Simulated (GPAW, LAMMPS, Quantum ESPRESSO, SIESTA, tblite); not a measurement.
# GPAW runs on amorphous Si0.8Ge0.2 (141 atoms)

Aim: run amorphous Si0.8Ge0.2 (141 atoms) in GPAW and see how near its forces come to a plane-wave reference, and at what cost.

Calculated with GPAW 26.7.0; the method is named at each step.

### 1. The structure

The cell holds 141 atoms: 113 Si and 28 Ge. Its edges and angles: a = 14.380 Å, b = 14.380 Å, c = 14.380 Å, α = 90.0°, β = 90.0°, γ = 90.0°. 141 atoms (113 Si, 28 Ge) placed at random at 2.91 g/cm³, melted at 3500 K for 10 ps at fixed volume with the Tersoff potential (Tersoff, Phys. Rev. B 39, 5566 (1989)). Quenched from 3500 K to 300 K at 10 K/ps and fixed volume, held 5 ps, then minimised at fixed cell.

The yardstick, on the same geometry:

- method: Kohn-Sham DFT, PBE, SSSP efficiency 1.3.0 pseudopotentials, plane waves (Quantum ESPRESSO 7.5); sssp-pbe-1.3.0-efficiency, cutoffs 45/360 Ry, Γ point
- r.m.s. force component: 0.2126 eV/Å
- longest force: 0.8812 eV/Å
- pressure: -0.959 GPa
- time: 15 min on 4 MPI ranks of Arm Neoverse V1, shared host
- CPU time: 59 min

### 2. PBE, LCAO dzp, h 0.2 Å

Method: Kohn-Sham DFT, PBE, PAW, atomic orbitals (dzp).

Contents of run.py:

```python
import numpy as np
from ase.io import read
from gpaw import GPAW, FermiDirac
from ase.parallel import parprint as print

atoms = read("structure.xyz")
atoms.calc = GPAW(
    mode="lcao",
    basis="dzp",
    h=0.2,
    xc="PBE",
    kpts={"size": (1, 1, 1), "gamma": True},
    occupations=FermiDirac(0.05),
    maxiter=200,
    symmetry={"point_group": False},
    txt="gpaw.txt",
)
energy = atoms.get_potential_energy(force_consistent=True)
forces = atoms.get_forces()
print(f"energy {energy:.6f} eV")
print("forces (eV/A)")
for i, (a, f) in enumerate(zip(atoms, forces)):
    print(f"{i:4d} {a.symbol:2s} {f[0]:10.5f} {f[1]:10.5f} {f[2]:10.5f}")
print(f"Fermi level {atoms.calc.get_fermi_level():.4f} eV")
for k in range(len(atoms.calc.get_ibz_k_points())):
    for s in range(atoms.calc.get_number_of_spins()):
        e = atoms.calc.get_eigenvalues(kpt=k, spin=s)
        n = np.searchsorted(e, atoms.calc.get_fermi_level())
        print(f"k {k} spin {s} levels about the Fermi level:", np.round(e[max(n - 6, 0):n], 4).tolist(), "|", np.round(e[n:n + 6], 4).tolist())
```

Contents of structure.xyz:

```xyz
141
Lattice="14.37980 0.00000 0.00000 0.00000 14.37980 0.00000 0.00000 0.00000 14.37980" Properties=species:S:1:pos:R:3 pbc="T T T"
Si 2.65005 11.84018 0.05191
Si 8.01659 1.97837 4.78747
Si 3.11366 11.76584 4.41187
Si 5.31334 6.87671 7.18357
Si 12.17681 11.08654 5.15128
Si 13.23517 0.77780 7.52409
Si 9.66193 3.56691 7.30278
Si 3.25271 8.99413 11.98182
Si 11.50729 0.62221 0.45023
Si 2.46700 10.97049 10.74602
Si 1.81718 5.32081 8.49386
Si 5.83403 5.81994 3.30189
Si 8.08777 6.10955 10.05076
Si 9.21659 6.40275 4.38469
Si 10.18306 8.72279 11.71163
Si 13.06836 6.41699 11.19640
Si 13.84962 0.96719 14.25412
Si 10.35950 9.92868 3.92914
Si 6.43352 3.95430 4.92235
Si 11.35300 12.29070 11.67151
Si 12.42947 8.34072 3.61868
Si 10.14121 9.80861 1.49866
Si 12.22341 10.07765 12.21938
Si 10.39616 5.10584 13.86241
Si 13.80720 8.26306 1.65871
Si 5.01424 1.94875 10.51868
Si 5.95094 2.01720 8.34431
Si 6.07345 3.59524 11.90949
Si 4.96261 0.67384 3.93791
Si 6.55417 0.24690 5.63904
Si 7.40560 11.22056 10.34871
Si 4.84326 7.28624 4.88813
Si 2.56507 3.33309 13.93561
Si 0.87113 5.73337 4.87432
Si 9.74116 12.01821 0.76846
Si 4.18869 5.18708 8.34920
Si 1.73262 2.50755 2.83426
Si 1.03319 4.14009 6.64145
Si 10.29809 2.13554 5.57102
Si 0.16019 11.39225 2.41782
Si 4.97771 3.51874 6.84191
Si 6.69150 12.03158 2.13554
Si 11.61758 12.71505 14.00089
Si 3.84128 12.67119 11.80840
Si 0.09031 10.34885 11.15671
Si 9.90998 7.57154 9.59564
Si 10.47353 14.35305 10.84237
Si 13.84660 4.14526 11.53174
Si 8.26709 4.82212 0.58138
Si 4.32544 9.54646 1.00644
Si 11.69365 7.08895 13.08662
Si 4.65575 5.66880 1.15987
Si 8.09338 8.81755 13.05384
Si 11.13227 2.36519 2.22513
Si 7.35455 2.68543 1.25018
Si 10.24733 13.74651 2.48526
[... 81 atom lines left out ...]
Ge 1.56840 13.60559 5.05349
Ge 7.51359 0.09850 13.12444
Ge 10.16494 3.39263 12.07256
Ge 7.96770 6.46631 2.30523
```

Run with:

```console
> OMP_NUM_THREADS=1 mpirun -np 2 gpaw python run.py > output.txt
```

What it wrote:

```text
energy -682.853214 eV
forces (eV/A)
   0 Si    0.16728    0.18140   -0.15177
   1 Si    0.13209    0.02930    0.14692
   2 Si   -0.16619    0.22539   -0.09215
   3 Si   -0.05736    0.03652   -0.11925
   4 Si   -0.01132    0.01521   -0.35019
   5 Si    0.06166    0.51258   -0.09582
   6 Si    0.32096   -0.01166   -0.11222
   7 Si   -0.06084    0.88726    0.28666
   8 Si    0.36564    0.19671   -0.19588
   9 Si    0.46749   -0.03139   -0.50473
  10 Si    0.07636   -0.24371    0.07008
  11 Si    0.15095    0.00903   -0.09875
  12 Si    0.06427    0.12920   -0.40381
  13 Si    0.00474    0.20738    0.19046
  14 Si   -0.02610    0.36242   -0.13881
  15 Si   -0.20284    0.11254   -0.01346
  16 Si   -0.36137    0.10648   -0.28909
  17 Si    0.05484    0.04062    0.02502
  18 Si    0.36246    0.17162    0.19435
  19 Si    0.17195    0.28043   -0.27201
  20 Si    0.36285   -0.43302    0.39109
  21 Si    0.11212    0.10131    0.27557
  22 Si   -0.16841   -0.33253   -0.07510
  23 Si   -0.00817    0.05428    0.10710
[...]
133 Ge    0.10163    0.04525   -0.00785
 134 Ge    0.12825   -0.52469   -0.13526
 135 Ge   -0.24629   -0.05224    0.02021
 136 Ge    0.40358    0.08977   -0.14543
 137 Ge   -0.19831   -0.52582    0.11032
 138 Ge   -0.05313    0.24243    0.00269
 139 Ge    0.27023    0.10249    0.12902
 140 Ge    0.21995   -0.10295    0.25439
Fermi level 5.3882 eV
k 0 spin 0 levels about the Fermi level: [5.1326, 5.1847, 5.2071, 5.288, 5.3414, 5.3615] | [5.3936, 5.4382, 5.5477, 5.5659, 5.6493, 5.6656]
```

gpaw.txt:

```text
Input parameters:
  mode=LCAO(),
  basis={'default': 'dzp'},
  h=0.2,
  kpts=MonkhorstPack(size=(1, 1, 1), gamma=True),
  maxiter=200,
  occupations=Occupations(name='fermi-dirac', width=0.05, fixmagmom=False),
  symmetry=Symmetry(point_group=False),
  xc=XC(name='PBE')
Unit cell  # Å
| periodic |         x |         y |         z |   lengths |    angles |
|----------|-----------|-----------|-----------|-----------|-----------|
|      yes | 14.379800 |  0.000000 |  0.000000 | 14.379800 | 90.000000 |
|      yes |  0.000000 | 14.379800 |  0.000000 | 14.379800 | 90.000000 |
|      yes |  0.000000 |  0.000000 | 14.379800 | 14.379800 | 90.000000 |
Number of symmetries: 1
Symmetry operations  # r_c * U_cc + t_c -> r_c
|   | kind |            matrix            |
|---|------|------------------------------|
| 0 |  E   |  1, 0, 0,  0, 1, 0,  0, 0, 1 |
BZ-sampling:
  Number of BZ points: 1
  Number of IBZ points: 1
  Monkhorst-Pack size: [1, 1, 1]
  Monkhorst-Pack shift: [0, 0, 0]
[... lines left out ...]
      Number of RI-basis functions 0
Reference energy: -2489890.760145  # eV
eigensolver:
density mixing:
  MSR1-Mixer
occupation numbers:
  Fermi-Dirac:
    width: 0.0500  # eV
FastPoissonSolver using
    Stencil: 6*3+1=19 point O(h^6) finite-difference Laplacian
xc functional:
  name: PBE with 2 nearest neighbor stencil
interpolation: tri-quintic # 5. degree polynomial
Initialization done in: 10.522 s
convergence criteria:
- Maximum [total energy] change in last 3 cyles: 0.0005 eV / valence electron
- Maximum integral of absolute [dens]ity change: 0.0001 electrons / valence electron
- Maximum integral of absolute [eigenst]ate change: 4e-08 eV^2 / valence electron
maximum number of iterations: 200
SCF iterations
|iter     |      energy | eigst |  dens |
|---------|-------------|-------|-------|
|iter:   1| -683.981153 |      c|       |
|iter:   2| -683.503610 |      c| -0.94 |
|iter:   3| -729.294995 |      c| -0.97 |
|iter:   4| -740.747495 |      c| -0.98 |
[...]
|iter:   9| -682.914310 |      c| -1.94 |
|iter:  10| -682.755999 |      c| -2.06 |
|iter:  11| -682.783693c|      c| -2.26 |
|iter:  12| -682.699200c|      c| -2.26 |
|iter:  13| -682.685878c|      c| -2.57 |
[...]
|iter:  19| -682.676873c|      c| -3.83 |
|iter:  20| -682.676872c|      c| -3.84 |
|iter:  21| -682.676827c|      c| -4.09c|
Converged in 21 steps
SCF loop duration: 474.802 s (22.610 s/step)
Energy contributions relative to reference atoms: (reference = -2489890.760145)
Energy contributions:
  Kinetic:         956.816920
  Coulomb:        -838.771042
  Zero:             -1.165699
  External:          0.000000
  Xc:             -799.380620
  Entropy:          -0.352774
  Spinorbit:         0.000000
  ----------------------------
  Free energy:    -682.853214
  Extrapolated:   -682.676827
dipole moment: (-34.788575, -74.907194, 50.263601)  # |e|*Ang
Fermi level: 5.388
Eigenvalues  # (at kpt = [0.000, 0.000, 0.000])
| band index |      eig [eV] | occ [0-2] |
|------------|---------------|-----------|
|          0 |        -6.993 |     2.000 |
|        ... |               |           |
|        274 |         4.977 |     1.999 |
|        275 |         5.087 |     1.995 |
[...]
|        289 |         5.776 |     0.001 |
|        ... |               |           |
|        342 |         7.616 |     0.000 |
Gap: 0.032 eV
Transition (v -> c):
  (s=0, k=0, n=281, [0.00, 0.00, 0.00]) -> (s=0, k=0, n=282, [0.00, 0.00, 0.00])
No difference between direct/indirect transitions
Force computation time: 51.734  # s
```

Wall time 9 min (2 MPI ranks of Arm Neoverse V1, shared host); peak memory 3.3 GiB.

Banners, paths, timers and routine set-up lines are dropped from the logs unmarked, and long logs keep their key lines alone; longer cuts are marked.

Numbers from this run, and their distance from the reference:

```yaml
r_m_s_force_component: 0.2236 eV/Å
r_m_s_difference_of_force_components: 32.1 meV/Å
longest_difference_of_force_vectors: 149.5 meV/Å
force_difference_over_r_m_s_force: 15.1 %
slope_of_forces_against_the_reference_s: 1.042
correlation_of_force_components: 0.9904
```

Length of the force difference by element (eV/Å):

| element | atoms | mean | most |
| --- | --- | --- | --- |
| Ge | 28 | 0.052 | 0.089 |
| Si | 113 | 0.050 | 0.15 |

A closer look about Si21, which has 5 bonded neighbours where the commonest count for Si is 4: 9 atoms, nearest first, numbered in the order of the input, with positions taken from that point.

| atom | x | y | z | distance (Å) | bonds | Fx | Fy | Fz (eV/Å) |
| --- | --- | --- | --- | --- | --- | --- | --- | --- |
| Si21 | 0.00 | 0.00 | 0.00 | 0.00 | 5 | 0.36 | -0.43 | 0.39 |
| Si25 | 1.38 | -0.08 | -1.96 | 2.40 | 4 | -0.34 | -0.54 | -0.01 |
| Si80 | 1.69 | 1.67 | 0.66 | 2.46 | 4 | -0.20 | 0.03 | 0.11 |
| Si112 | 0.83 | -1.46 | 1.81 | 2.47 | 4 | -0.29 | 0.25 | -0.40 |
| Si18 | -2.07 | 1.59 | 0.31 | 2.63 | 5 | 0.05 | 0.04 | 0.03 |
| Ge128 | -0.98 | -2.50 | 0.18 | 2.69 | 5 | 0.41 | -0.34 | -0.16 |
| Si5 | -0.25 | 2.75 | 1.53 | 3.15 | 4 | -0.01 | 0.02 | -0.35 |
| Si22 | -2.29 | 1.47 | -2.12 | 3.45 | 4 | 0.11 | 0.10 | 0.28 |
| Si85 | -0.34 | 0.86 | -3.43 | 3.55 | 5 | 0.07 | -0.06 | -0.03 |

Atoms are counted from 1 here, from 0 in the log.

Forces lie 15 % from the reference's, at 0.30 times its CPU time (on 2 against 4 cores).

### 3. PBE, plane waves 350 eV

Method: Kohn-Sham DFT, PBE, PAW, plane waves.

run.py, as its differences from that of step 2:

```diff
@@ -2,3 +2,3 @@
 from ase.io import read
-from gpaw import GPAW, FermiDirac
+from gpaw import GPAW, FermiDirac, PW
 from ase.parallel import parprint as print
@@ -7,5 +7,3 @@
 atoms.calc = GPAW(
-    mode="lcao",
-    basis="dzp",
-    h=0.2,
+    mode=PW(350),
     xc="PBE",
@@ -15,2 +13,3 @@
     symmetry={"point_group": False},
+    nbands=495,
     txt="gpaw.txt",
@@ -23,2 +22,6 @@
     print(f"{i:4d} {a.symbol:2s} {f[0]:10.5f} {f[1]:10.5f} {f[2]:10.5f}")
+stress = -atoms.get_stress(voigt=False) * 160.21766
+print("stress (GPa, compression positive)")
+for row in stress:
+    print(" ".join(f"{x:10.4f}" for x in row))
 print(f"Fermi level {atoms.calc.get_fermi_level():.4f} eV")
```

structure.xyz is that of step 2.

Run with:

```console
> OMP_NUM_THREADS=1 mpirun -np 4 gpaw python run.py > output.txt
```

What it wrote:

```text
energy -697.343183 eV
forces (eV/A)
   0 Si    0.16901    0.16939   -0.12326
   1 Si    0.13140    0.01066    0.11819
   2 Si   -0.20629    0.22336   -0.08256
   3 Si   -0.04301    0.05292   -0.10262
   4 Si    0.00789   -0.02884   -0.36728
   5 Si    0.01532    0.51658   -0.09188
[...]
138 Ge   -0.06433    0.25208    0.00130
 139 Ge    0.24474    0.06801    0.10250
 140 Ge    0.19662   -0.12566    0.24566
stress (GPa, compression positive)
   -1.1107     0.1631    -0.1352
    0.1631     0.4597     0.9848
   -0.1352     0.9848    -1.0389
Fermi level 5.3645 eV
k 0 spin 0 levels about the Fermi level: [5.114, 5.1647, 5.1881, 5.2664, 5.3179, 5.3373] | [5.3689, 5.4147, 5.5213, 5.5392, 5.624, 5.6333]
```

gpaw.txt:

```text
Input parameters:
  mode=PW(ecut=350.0),
  kpts=MonkhorstPack(size=(1, 1, 1), gamma=True),
  maxiter=200,
  nbands=495,
  occupations=Occupations(name='fermi-dirac', width=0.05, fixmagmom=False),
[... lines left out ...]
  Converge bands: occupied
[... lines left out ...]
  Fermi-Dirac:
[... lines left out ...]
convergence criteria:
- Maximum [total energy] change in last 3 cyles: 0.0005 eV / valence electron
[... lines left out ...]
Converged in 24 steps
[... lines left out ...]
  Free energy:    -697.343183
[... lines left out ...]
Fermi level: 5.364
[... lines left out ...]
|        ... |               |           |
[...]
Gap: 0.032 eV
Transition (v -> c):
  (s=0, k=0, n=281, [0.00, 0.00, 0.00]) -> (s=0, k=0, n=282, [0.00, 0.00, 0.00])
No difference between direct/indirect transitions
Force computation time: 7.214  # s
Stress tensor  # eV/Ang^3
|         x |         y |         z |
|-----------|-----------|-----------|
[...]
| -0.001018 | -0.002869 | -0.006146 |
|  0.000844 | -0.006146 |  0.006484 |
Stress computation time: 35.282  # s
```

It took 7 min on 4 MPI ranks; peak memory 3.4 GiB.

Compared with the plane-wave run:

| Item | Value |
| --- | --- |
| r.m.s. force component | 0.2164 eV/Å |
| r.m.s. difference of force components | 15.31 meV/Å |
| longest difference of force vectors | 65.95 meV/Å |
| force difference over r.m.s. force | 7.202 % |
| slope of forces against the reference's | 1.015 |
| correlation of force components | 0.9976 |
| pressure | -0.5633 GPa |
| pressure difference | 0.3957 GPa |

Against the first run (15 %), the force difference from the reference is 7.2 %, at 1.5 times the CPU time (on 4 against 2 cores).

The run ends at a pressure of -0.56 GPa, with forces up to 0.91 eV/Å.

### 4. PBE, LCAO dzp, h 0.2 Å, other mixer settings

Method: Kohn-Sham DFT, PBE, PAW, atomic orbitals (dzp).

run.py, as its differences from that of step 3:

```diff
@@ -2,3 +2,3 @@
 from ase.io import read
-from gpaw import GPAW, FermiDirac, PW
+from gpaw import GPAW, FermiDirac, Mixer
 from ase.parallel import parprint as print
@@ -7,3 +7,5 @@
 atoms.calc = GPAW(
-    mode=PW(350),
+    mode="lcao",
+    basis="dzp",
+    h=0.2,
     xc="PBE",
@@ -11,5 +13,5 @@
     occupations=FermiDirac(0.05),
+    mixer=Mixer(0.03, 7, 100),
     maxiter=200,
     symmetry={"point_group": False},
-    nbands=495,
     txt="gpaw.txt",
@@ -22,6 +24,2 @@
     print(f"{i:4d} {a.symbol:2s} {f[0]:10.5f} {f[1]:10.5f} {f[2]:10.5f}")
-stress = -atoms.get_stress(voigt=False) * 160.21766
-print("stress (GPa, compression positive)")
-for row in stress:
-    print(" ".join(f"{x:10.4f}" for x in row))
 print(f"Fermi level {atoms.calc.get_fermi_level():.4f} eV")
```

structure.xyz is that of step 3.

What it wrote:

```text
energy -682.853205 eV
forces (eV/A)
   0 Si    0.16662    0.18132   -0.15163
   1 Si    0.13374    0.02914    0.14810
   2 Si   -0.16475    0.22389   -0.09630
   3 Si   -0.05744    0.03783   -0.11691
   4 Si   -0.01061    0.01620   -0.35136
   5 Si    0.06316    0.51306   -0.09615
   6 Si    0.32088   -0.01212   -0.11167
   7 Si   -0.06372    0.88700    0.29063
   8 Si    0.36773    0.19661   -0.19780
   9 Si    0.46549   -0.03220   -0.50573
  10 Si    0.07610   -0.24487    0.07101
  11 Si    0.15006    0.01184   -0.09972
  12 Si    0.06317    0.12946   -0.40413
  13 Si    0.00394    0.20731    0.19324
  14 Si   -0.02606    0.36343   -0.14126
  15 Si   -0.20110    0.11273   -0.01521
  16 Si   -0.35923    0.10526   -0.28942
  17 Si    0.05500    0.03911    0.02412
  18 Si    0.36305    0.17194    0.19600
  19 Si    0.17252    0.28064   -0.27248
  20 Si    0.36848   -0.43365    0.39171
  21 Si    0.11086    0.10233    0.27408
  22 Si   -0.16581   -0.33508   -0.07563
  23 Si   -0.00865    0.05518    0.10549
[...]
133 Ge    0.10121    0.04356   -0.00512
 134 Ge    0.12995   -0.52775   -0.13459
 135 Ge   -0.24610   -0.05047    0.02115
 136 Ge    0.40268    0.08924   -0.14702
 137 Ge   -0.19789   -0.52604    0.10985
 138 Ge   -0.05463    0.24356    0.00196
 139 Ge    0.27149    0.10407    0.13012
 140 Ge    0.21927   -0.10347    0.25433
Fermi level 5.3883 eV
k 0 spin 0 levels about the Fermi level: [5.1328, 5.1847, 5.2071, 5.2882, 5.3415, 5.3614] | [5.3937, 5.4384, 5.5478, 5.566, 5.6493, 5.6658]
```

gpaw.txt:

```text
Input parameters:
  mode=LCAO(),
  basis={'default': 'dzp'},
  h=0.2,
  kpts=MonkhorstPack(size=(1, 1, 1), gamma=True),
  maxiter=200,
  mixer=Pulay(name='pulay', nmaxold=7, beta=0.03, weight=100, sigma=0.015, g_ss=None),
  occupations=Occupations(name='fermi-dirac', width=0.05, fixmagmom=False),
  symmetry=Symmetry(point_group=False),
  xc=XC(name='PBE')
Unit cell  # Å
[... lines left out ...]
  Fermi-Dirac:
[... lines left out ...]
convergence criteria:
- Maximum [total energy] change in last 3 cyles: 0.0005 eV / valence electron
[... lines left out ...]
Converged in 22 steps
[... lines left out ...]
  Coulomb:        -839.428734
  Zero:             -1.020076
  External:          0.000000
  Xc:             -799.391592
  Entropy:          -0.352714
  Spinorbit:         0.000000
  ----------------------------
  Free energy:    -682.853205
  Extrapolated:   -682.676848
dipole moment: (-34.785941, -74.908394, 50.263211)  # |e|*Ang
Fermi level: 5.388
Eigenvalues  # (at kpt = [0.000, 0.000, 0.000])
| band index |      eig [eV] | occ [0-2] |
|------------|---------------|-----------|
|          0 |        -6.992 |     2.000 |
|        ... |               |           |
|        274 |         4.977 |     1.999 |
|        275 |         5.087 |     1.995 |
[...]
|        289 |         5.776 |     0.001 |
|        ... |               |           |
|        342 |         7.616 |     0.000 |
Gap: 0.032 eV
Transition (v -> c):
  (s=0, k=0, n=281, [0.00, 0.00, 0.00]) -> (s=0, k=0, n=282, [0.00, 0.00, 0.00])
No difference between direct/indirect transitions
Force computation time: 27.499  # s
```

Elapsed: 5.5 min, on 4 MPI ranks; peak memory 4.3 GiB; 22 min of CPU time.

Against the reference:

| Quantity | Value |
| --- | --- |
| r.m.s. force component | 0.2238 eV/Å |
| r.m.s. difference of force components | 32.07 meV/Å |
| longest difference of force vectors | 149.1 meV/Å |
| force difference over r.m.s. force | 15.09 % |
| slope of forces against the reference's | 1.043 |
| correlation of force components | 0.9905 |
| energy less the same-level run's | 0.0001 meV/atom |
| r.m.s. force difference from the same-level run | 1.4 meV/Å |

Against the first run (15 %), the force difference from the reference is 15 %, at 1.2 times the CPU time (on 4 against 2 cores): another solver or mixer reaches the same state.

(Continued in part 2 of 2.)

[Also dropped from logs without a mark: logging warnings of Python, and SIESTA's first energy breakdown and zero terms.]

[Logs are printed without paths, hosts, clocks, repeated set-up lines and the standing remarks that a program may print on its own settings, such as how far it seeks lower states.]

[Hosts, paths, dates, database ids (printed as entryN), source tags and the programs' standing remarks are cut or masked in the printed files.]
